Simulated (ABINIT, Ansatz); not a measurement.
# Cl (Cmce): changed settings of a GW run in ABINIT

What do changed inputs do to GW on Cl (Cmce)?

Main program and level: ABINIT 10.8.3; PBE and many-body steps on it, plane waves.

## 1. Set-up

The structure is orthorhombic, space group Cmce (No. 64). Conventional cell: a = 6.290 Å, b = 4.500 Å, c = 8.210 Å, α = 90.00°, β = 90.00°, γ = 90.00°. Nearest to Cl lie 1 Cl at 2.02 Å.

As a file:

```cif
data_structure
_symmetry_space_group_name_H-M 'P 1'
_symmetry_Int_Tables_number 1
_cell_length_a 3.8670
_cell_length_b 3.8670
_cell_length_c 8.2100
_cell_angle_alpha 90.000
_cell_angle_beta 90.000
_cell_angle_gamma 71.161
_cell_volume 116.19
loop_
_atom_site_label
_atom_site_type_symbol
_atom_site_fract_x
_atom_site_fract_y
_atom_site_fract_z
_atom_site_occupancy
Cl1 Cl 0.87000 0.13000 0.10000 1
Cl2 Cl 0.63000 0.37000 0.60000 1
Cl3 Cl 0.13000 0.87000 0.90000 1
Cl4 Cl 0.37000 0.63000 0.40000 1
```

The cell and positions come from the Crystallography Open Database and are kept as given unless a step says otherwise.

## 2. Screening, 4×4×2 mesh, 318 bands, screening to 176.9 eV

This step: ABINIT 10.8.3; RPA screening on PBE, plane waves, norm-conserving pseudopotentials.

The RPA dielectric matrix is built and inverted for each q.

Input file run.abi:

```
acell 3*1.0 Angstrom
rprim 
  3.145000000000 -2.250000000000 0.000000000000
  3.145000000000 2.250000000000 0.000000000000
  0.000000000000 0.000000000000 8.210000000000
ntypat 1
znucl 17
natom 4
typat 1 1 1 1
xred 
  0.870000000000 0.130000000000 0.100000000000
  0.630000000000 0.370000000000 0.600000000000
  0.130000000000 0.870000000000 0.900000000000
  0.370000000000 0.630000000000 0.400000000000
pp_dirpath "pseudos"
pseudos "Cl.upf"
ecut 25
ngkpt 4 4 2
nshiftk 1
shiftk 0 0 0
kptopt 1
chksymbreak 0
istwfk *1
occopt 1
irdwfk 1
optdriver 3
nband 318
ecuteps 6.5
inclvkb 2
awtr 1
symchi 1
indata_prefix "in"
outdata_prefix "out"
tmpdata_prefix "tmp"
```

On the command line:

```bash
$ OMP_NUM_THREADS=1 mpirun -n 4 abinit run.abi > log
```

The program printed:

```text
.Version 10.8.3 of ABINIT. v10.8.2 released Aug 2026.

 Symmetries : space group Cm c a (# 64); Bravais oC (1-face-center ortho.)
[... echo of the input left out ...]
== DATASET  1 ==================================================================
-   mpi_nproc: 4, omp_nthreads: 1 (-1 if OMP is not activated)

--- !DatasetInfo
iteration_state: {dtset: 1, }
dimensions: {natom: 4, nkpt: 14, mband: 318, nsppol: 1, nspinor: 1, nspden: 1, mpw: 4726, }
cutoff_energies: {ecut:  25.0, pawecutdg:  -1.0, }
electrons: {nelect:   2.80000000E+01, charge:   0.00000000E+00, occopt:   1.00000000E+00, tsmear:   1.00000000E-02, }

 SCREENING: Calculation of the susceptibility and dielectric matrices

 Based on a program developped by R.W. Godby, V. Olevano, G. Onida, and L. Reining.
 Incorporated in ABINIT by V. Olevano, G.-M. Rignanese, and M. Torrent.
.Using double precision arithmetic ; gwpc =  8

[... cell and pseudopotentials left out ...]
--------------------------------------------------------------------------------

 ==== K-mesh for the wavefunctions ====
 Number of points in the irreducible wedge :    14
[... list of points left out ...]
 Together with  8 symmetry operations and time-reversal symmetry
 yields    32 points in the full Brillouin Zone.

 ==== Q-mesh for the screening function ====
 Number of points in the irreducible wedge :    14
[... list of points left out ...]
 Together with  8 symmetry operations and time-reversal symmetry
 yields    32 points in the full Brillouin Zone.

 setmesh: FFT mesh size selected  =    30x   30x   60
          total number of points  =        54000

 vcoul_init : cutoff-mode = AUXILIARY_FUNCTION
 q-points for optical limit:   1
     1)      0.000010    0.000020    0.000030

- screening: taking advantage of time-reversal symmetry
- Maximum band index for partially occupied states nbvw = 14
- Remaining bands to be divided among processors   nbcw = 304
- Number of bands treated by each node ~76

 Number of electrons calculated from density =   28.0000; Expected =   28.0000
 average of density, n =  0.035710
 r_s =    1.8838
 omega_plasma =   18.2284 [eV]

 calculating chi0 at frequencies [eV] :
  1    0.000000E+00    0.000000E+00
  2    0.000000E+00    1.822838E+01

--------------------------------------------------------------------------------
  q-point number  1        q = ( 0.000000, 0.000000, 0.000000) [r.l.u.]
--------------------------------------------------------------------------------
[... chi0 elements left out ...]
 For q-point:  0.000010 0.000020 0.000030
  dielectric constant =   2.8107
  dielectric constant without local fields =   3.4622

  Average fulfillment of the sum rule on Im[epsilon] for q-point    1 :     83.09  [%]
[... wings left out ...]
  q-point number  2        q = ( 0.250000, 0.000000, 0.000000) [r.l.u.]
--------------------------------------------------------------------------------
[... chi0 elements left out ...]
  Average fulfillment of the sum rule on Im[epsilon] for q-point    2 :     84.55  [%]

 [... 12 further q-points ...]
```

Elapsed: 16 min, on 4 MPI ranks of Arm Neoverse N1, shared host; peak memory 4.9 GiB.

Numbers from this step:

```
ε∞ with local fields, on this mesh, along the program's q direction : 2.811
the same without local fields                                       : 3.462
plasma frequency                                                    : 18.23 eV
plane waves in the screening matrix                                 : 611
```

Local fields lower ε∞ by 19 %. On a Γ-centred mesh this coarse the value itself is usually too large, while a short band sum pulls it down.

## 3. Base

The self-energy is evaluated for the states that the input lists, and the levels follow from it, in one-shot runs by the linearised quasiparticle equation.

This step: G0W0 on PBE, plane waves, norm-conserving pseudopotentials.

run.abi, as its differences from that of step 2:

```diff
@@ -25,8 +25,17 @@
 irdwfk 1
-optdriver 3
+optdriver 4
 nband 318
+gwcalctyp 0
+ecutsigx 25
+symsigma 1
+nkptgw 2
+kptgw 
+  0.5000000000 0.5000000000 0.0000000000
+  0.0000000000 0.0000000000 0.0000000000
+bdgw 
+  13 16
+  13 16
 ecuteps 6.5
-inclvkb 2
-awtr 1
-symchi 1
+irdscr 1
+ppmodel 1
 indata_prefix "in"
```

The program printed:

```text
.Version 10.8.3 of ABINIT. v10.8.2 released Aug 2026.

 Symmetries : space group Cm c a (# 64); Bravais oC (1-face-center ortho.)
[... echo of the input left out ...]
== DATASET  1 ==================================================================
-   mpi_nproc: 4, omp_nthreads: 1 (-1 if OMP is not activated)

--- !DatasetInfo
iteration_state: {dtset: 1, }
dimensions: {natom: 4, nkpt: 14, mband: 318, nsppol: 1, nspinor: 1, nspden: 1, mpw: 4726, }
cutoff_energies: {ecut:  25.0, pawecutdg:  -1.0, }
electrons: {nelect:   2.80000000E+01, charge:   0.00000000E+00, occopt:   1.00000000E+00, tsmear:   1.00000000E-02, }

 SIGMA: Calculation of the GW corrections

 Based on a program developped by R.W. Godby, V. Olevano, G. Onida, and L. Reining.
 Incorporated in ABINIT by V. Olevano, G.-M. Rignanese, and M. Torrent.
.Using double precision arithmetic ; gwpc =  8

[... cell and pseudopotentials left out ...]
--------------------------------------------------------------------------------

 ==== K-mesh for the wavefunctions ====
 Number of points in the irreducible wedge :    14
[... list of points left out ...]
 Together with  8 symmetry operations and time-reversal symmetry
 yields    32 points in the full Brillouin Zone.

 ==== Q-mesh for screening function ====
 Number of points in the irreducible wedge :    14
[... list of points left out ...]
 Together with  8 symmetry operations and time-reversal symmetry
 yields    32 points in the full Brillouin Zone.

 vcoul_init : cutoff-mode = AUXILIARY_FUNCTION
 q-points for optical limit:   1
     1)      0.000010    0.000020    0.000030
 setmesh: FFT mesh size selected  =    36x   36x   72
          total number of points  =        93312

 Number of electrons calculated from density =   28.0000; Expected =   28.0000
 average of density, n =  0.035710
 r_s =    1.8838
 omega_plasma =   18.2284 [eV]

 === KS Band Gaps ===
  >>>> For spin  1
   Minimum direct gap =   2.5251 [eV], located at k-point      :   0.0000  0.0000  0.0000
   Fundamental gap    =   2.4691 [eV], Top of valence bands at :   0.5000  0.5000  0.0000
                                       Bottom of conduction at :   0.0000  0.0000  0.0000
 SIGMA fundamental parameters:
 PLASMON POLE MODEL  1
 number of plane-waves for SigmaX                 4675
 number of plane-waves for SigmaC and W            611
 number of plane-waves for wavefunctions          4675
 number of bands                                   318
 number of independent spin polarizations            1
 number of spinorial components                      1
 number of k-points in IBZ                          14
 number of q-points in IBZ                          14
 number of symmetry operations                       8
 number of k-points in BZ                           32
 number of q-points in BZ                           32
 number of frequencies for dSigma/dE                 9
 frequency step for dSigma/dE [eV]                0.25
 number of omega for Sigma on real axis              0
 max omega for Sigma on real axis  [eV]           0.00
 zcut for avoiding poles [eV]                     0.10

 EPSILON^-1 parameters (SCR file):
 dimension of the eps^-1 matrix on file            611
 dimension of the eps^-1 matrix used               611
 number of plane-waves for wavefunctions          4675
 number of bands                                   318
 number of q-points in IBZ                          14
 number of frequencies                               2
 number of real frequencies                          1
 number of imag frequencies                          1

 matrix elements of self-energy operator (all in [eV])

 Perturbative Calculation

--- !SelfEnergy_ee
iteration_state: {dtset: 1, }
kpoint     : [   0.500,    0.500,    0.000, ]
spin       : 1
KS_gap     :    2.546
QP_gap     :    5.755
Delta_QP_KS:    3.209
data: !SigmaeeData |
     Band     E0 <VxcDFT>   SigX SigC(E0)      Z dSigC/dE  Sig(E)    E-E0       E
       13  -1.186 -14.321 -18.741   2.245   0.785  -0.274 -16.028  -1.707  -2.893
       14  -0.824 -14.674 -19.122   2.207   0.789  -0.268 -16.442  -1.768  -2.592
       15   1.722 -14.106  -8.998  -3.282   0.789  -0.267 -12.665   1.441   3.163
       16   1.912 -14.243  -9.064  -3.302   0.787  -0.270 -12.766   1.477   3.390

--- !SelfEnergy_ee
iteration_state: {dtset: 1, }
kpoint     : [   0.000,    0.000,    0.000, ]
spin       : 1
KS_gap     :    2.525
QP_gap     :    5.671
Delta_QP_KS:    3.146
data: !SigmaeeData |
     Band     E0 <VxcDFT>   SigX SigC(E0)      Z dSigC/dE  Sig(E)    E-E0       E
       13  -0.970 -14.511 -19.022   2.242   0.789  -0.268 -16.300  -1.789  -2.759
       14  -0.880 -14.708 -19.184   2.239   0.788  -0.269 -16.471  -1.763  -2.643
       15   1.645 -13.980  -8.981  -3.250   0.791  -0.264 -12.596   1.383   3.029
       16   2.208 -14.626  -9.222  -3.447   0.783  -0.277 -13.093   1.533   3.740

== END DATASET(S) ==============================================================
================================================================================

 -outvars: echo values of variables after computation  --------
           etotal      0.0000000000E+00
            nband         318
             nkpt          14
          spgroup          64
 [... the other variables as echoed above ...]

 Calculation completed.
```

The job ended after 4.6 min (4 MPI ranks; peak memory 5.5 GiB; 18 min of CPU time).

This step gave:

```yaml
g0w0_gap_on_the_points_computed: 5.621 eV
starting_gap_on_the_mesh: 2.469 eV
k_of_the_valence_top: 0.5, 0.5, 0
k_of_the_conduction_bottom: 0, 0, 0
z_at_the_valence_top: 0.789
z_at_the_conduction_bottom: 0.791
least_direct_g0w0_gap_on_the_computed_points: 5.672 eV
```

The gap on the mesh goes from 2.47 eV to 5.62 eV, a correction of +3.15 eV.

(Part 1 of 2 ends here.)

[Paths, hosts, dates, memory and timing lines, banners, echoed tables and standing remarks are left out of the program output.]

[Logs are printed without paths, hosts, clocks, repeated set-up lines and the standing remarks that a program may print on its own settings, such as how far it seeks lower states.]

[Runs of the session that timed out or met a known fault of the program may be left out.]

[Hosts, paths, dates, database ids (printed as entryN), source tags and the programs' standing remarks are cut or masked in the printed files.]

[G0W0 gaps are taken among the corrected bands and points alone; a level outside them can change the order at an edge.]

[Where Ansatz stands beside ABINIT at settings called matched, ABINIT's density can come from a denser mesh and the files from another edition; pairs whose starting gaps differed by over 0.03 eV were left out, so agreement reads better than it is.]
